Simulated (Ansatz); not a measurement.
# A convergence test on LaVO4 (P2_1/c): k mesh of the density

How far can the k mesh of the density be lowered for the gap of LaVO4 (P2_1/c)?

Method: DFT, r2SCAN, plane waves, PAW, in Ansatz 0.2.0.

This is a report of a sequence of runs, with the program logs left out and the cost of each run kept.

### 1. The system as given

The structure is monoclinic, space group P2_1/c (No. 14). Conventional cell: a = 6.725 Å, b = 7.283 Å, c = 8.399 Å, α = 90.00°, β = 125.80°, γ = 90.00°. Nearest to La lie 9 O at 2.49 to 2.89 Å. V has 4 O at 1.70 to 1.72 Å nearest. O has 1 V at 1.72 Å and 2 La at 2.49 to 2.53 Å nearest. Nearest to O lie 1 V at 1.70 Å and 2 La at 2.50 to 2.53 Å. O has 1 V at 1.70 Å and 2 La at 2.52 to 2.68 Å nearest. Nearest to O lie 1 V at 1.72 Å and 3 La at 2.56 to 2.89 Å. Farther neighbours, and contacts between anions beyond the nearest, are not listed.

The cell and positions come from the Crystallography Open Database and are kept as given unless a step says otherwise. The default PAW set here is soft_2. Its files were made with PBE.

### 2. k mesh of the density: 2×2×2

Contents of input.yaml:

```yaml
crystal:
  lattice:
    - [6.725, 0.0, 0.0]
    - [0.0, 7.2827, 0.0]
    - [-4.9123006198, 0.0, 6.8121466218]
  atoms:
    - { symbol: La, position: [0.827399, 0.157198, 0.723776] }
    - { symbol: La, position: [0.172601, 0.657198, 0.776224] }
    - { symbol: La, position: [0.172601, 0.842802, 0.276224] }
    - { symbol: La, position: [0.827399, 0.342802, 0.223776] }
    - { symbol: V, position: [0.31429, 0.16481, 0.69917] }
    - { symbol: V, position: [0.68571, 0.66481, 0.80083] }
    - { symbol: V, position: [0.68571, 0.83519, 0.30083] }
    - { symbol: V, position: [0.31429, 0.33519, 0.19917] }
    - { symbol: O, position: [0.8171, 0.4979, 0.7446] }
    - { symbol: O, position: [0.1829, 0.9979, 0.7554] }
    - { symbol: O, position: [0.1829, 0.5021, 0.2554] }
    - { symbol: O, position: [0.8171, 0.0021, 0.2446] }
    - { symbol: O, position: [0.6098, 0.2795, 0.3821] }
    - { symbol: O, position: [0.3902, 0.7795, 0.1179] }
    - { symbol: O, position: [0.3902, 0.7205, 0.6179] }
    - { symbol: O, position: [0.6098, 0.2205, 0.8821] }
    - { symbol: O, position: [0.6587, 0.895, 0.4829] }
    - { symbol: O, position: [0.3413, 0.395, 0.0171] }
    - { symbol: O, position: [0.3413, 0.105, 0.5171] }
    - { symbol: O, position: [0.6587, 0.605, 0.9829] }
    - { symbol: O, position: [0.8898, 0.8436, 0.8857] }
    - { symbol: O, position: [0.1102, 0.3436, 0.6143] }
    - { symbol: O, position: [0.1102, 0.1564, 0.1143] }
    - { symbol: O, position: [0.8898, 0.6564, 0.3857] }
kpoints:
  mp_grid: { grid: [2, 2, 2] }
  band_path:
    path:
      - [0.0, 0.0, 0.0]
      - [0.0, 0.5, 0.0]
      - [0.0, 0.5, 0.5]
      - [0.0, 0.0, 0.5]
      - [-0.5, 0.0, 0.5]
      - [-0.5, 0.5, 0.5]
      - [-0.5, 0.5, 0.0]
      - [-0.5, 0.0, 0.0]
      - [-0.5, 0.35, 0.0]
      - [-0.5, 0.1, 0.0]
    npoints: 1
hamiltonian:
  xc: r2scan
scf:
  occupations: { method: fixed }
  n_extra_bands: 12
output:
  eigenvalues: true
  forces: true
  stress: true
```

Started as:

```
$ ansatz run input.yaml --threads 24 --pin off --max-ram 82944MiB --backend cuda --events-out ev --progress --plain --runs-dir out --devices 1 --max-vram 78GiB
```

Run time: 1.8 s. Hardware: 1 × NVIDIA GB200 (shared by 2 runs) with 24 threads of Arm Neoverse V2, shared host; peak memory 1.6 GiB; 7.6 s of CPU time.

Read from the output:

```yaml
pressure: -0.3332 GPa
gap: 3.913 eV
valence_top_at: Y_2
conduction_bottom_at: k = (-0.500, 0.350, 0.000)
least_direct_gap: 3.996 eV
```

The gap is indirect, with the least direct gap 0.08 eV higher.

### 3. k mesh of the density: 4×4×4 (the default)

Changes to input.yaml since step 2:

```diff
@@ -31,3 +31,3 @@
 kpoints:
-  mp_grid: { grid: [2, 2, 2] }
+  mp_grid: { grid: [4, 4, 4] }
   band_path:
@@ -38,9 +38,10 @@
       - [0.0, 0.0, 0.5]
+      - [0.0, 0.0, 0.0]
       - [-0.5, 0.0, 0.5]
       - [-0.5, 0.5, 0.5]
+      - [0.0, 0.5, 0.0]
       - [-0.5, 0.5, 0.0]
       - [-0.5, 0.0, 0.0]
-      - [-0.5, 0.35, 0.0]
-      - [-0.5, 0.1, 0.0]
-    npoints: 1
+      - [0.0, 0.0, 0.0]
+    npoints: 10
 hamiltonian:
@@ -48,3 +49,3 @@
 scf:
-  occupations: { method: fixed }
+  occupations: { method: fermi_dirac, width: 0.02 }
   n_extra_bands: 12
```

It took 5.5 s on 1 × NVIDIA GB200 (shared by 2 runs) with 24 threads; peak memory 1.7 GiB; 33 s of CPU time.

Read from the output:

- pressure: -0.3421 GPa
- gap: 3.913 eV
- valence top at: Y_2
- conduction bottom at: k = (-0.500, 0.350, 0.000)
- least direct gap: 3.997 eV

The gap is 3.913 eV, as in the run before at this level.

### 4. k mesh of the density: 6×6×6

Changes to input.yaml since step 3:

```diff
@@ -31,3 +31,3 @@
 kpoints:
-  mp_grid: { grid: [4, 4, 4] }
+  mp_grid: { grid: [6, 6, 6] }
   band_path:
@@ -38,10 +38,9 @@
       - [0.0, 0.0, 0.5]
-      - [0.0, 0.0, 0.0]
       - [-0.5, 0.0, 0.5]
       - [-0.5, 0.5, 0.5]
-      - [0.0, 0.5, 0.0]
       - [-0.5, 0.5, 0.0]
       - [-0.5, 0.0, 0.0]
-      - [0.0, 0.0, 0.0]
-    npoints: 10
+      - [-0.5, 0.35, 0.0]
+      - [-0.5, 0.1, 0.0]
+    npoints: 1
 hamiltonian:
@@ -49,3 +48,3 @@
 scf:
-  occupations: { method: fermi_dirac, width: 0.02 }
+  occupations: { method: fixed }
   n_extra_bands: 12
```

Run time: 5.1 s. Hardware: 1 × NVIDIA GB200 (shared by 2 runs) with 24 threads; peak memory 1.4 GiB; 45 s of CPU time.

Numbers from this step:

* pressure: -0.3421 GPa
* gap: 3.913 eV
* valence top at: Y_2
* conduction bottom at: k = (-0.500, 0.350, 0.000)
* least direct gap: 3.997 eV

The gap is 3.913 eV, as in the run before at this level.

### 5. The series

Differences are against the last row; a negative gap means that bands overlap, and a run with a band path holds that path's time. Times are wall times on 1 × NVIDIA GB200 (shared by 2 runs) with 24 threads of Arm Neoverse V2, shared host, good to a factor of about two.

| k mesh of the density | gap (eV) | direct gap (eV) | gap error (eV) | energy error (meV/atom) | irreducible k | time |
| --- | --- | --- | --- | --- | --- | --- |
| 2×2×2 | 3.913 | 3.996 | −0.0004 | +0.2 | 8 | 1.8 s |
| 4×4×4 | 3.913 | 3.997 | +0.000 | +0.0 | 30 | 5.5 s |
| 6×6×6 | 3.913 | 3.997 | +0.000 | +0.0 | 80 | 5.1 s |

### 6. Outcome

| Property | Result |
| --- | --- |
| 2×2×2 | 3.913 eV |
| 4×4×4 | 3.913 eV |
| 6×6×6 | 3.913 eV |

**Reading.** The gap holds to 0.02 eV from 2×2×2 on, the cheapest setting tried. At 2×2×2 the gap is off by −0.0004 eV and the energy by +0 meV/atom. The gap is read over the mesh and added points near the edges, so meshes differ mainly through the density and, for a hybrid, the exchange operator. The runs have no spin polarisation. For a closed low-spin shell that is the natural state; where a d or f shell is open it is a constraint, and the gap is then not the crystal's own.

[Long decimals in the printed logs are rounded to 6 places.]

[Logs are printed without paths, hosts, clocks, repeated set-up lines and the standing remarks that a program may print on its own settings, such as how far it seeks lower states.]

[Paths, hosts, dates, memory and timing lines, banners, echoed tables and standing remarks are left out of the program output; an Ansatz launch command may be rebuilt from the run's recorded settings. Measured values are a selection of at most five: reports struck by readers or far from the other reports are left out. None is set beside runs whose start may be inverted or whose files or cutoffs have a known fault.]

[Runs of the session that timed out or met a known fault of the program may be left out.]

[Cells called generated may have been cut or substituted from an entry of the Crystallography Open Database or the Materials Project.]

[Hosts, paths, dates, database ids (printed as entryN), source tags and the programs' standing remarks are cut or masked in the printed files.]

[Where the starting crystal was built by hand or by swapping elements, it need not be the compound's stable phase.]
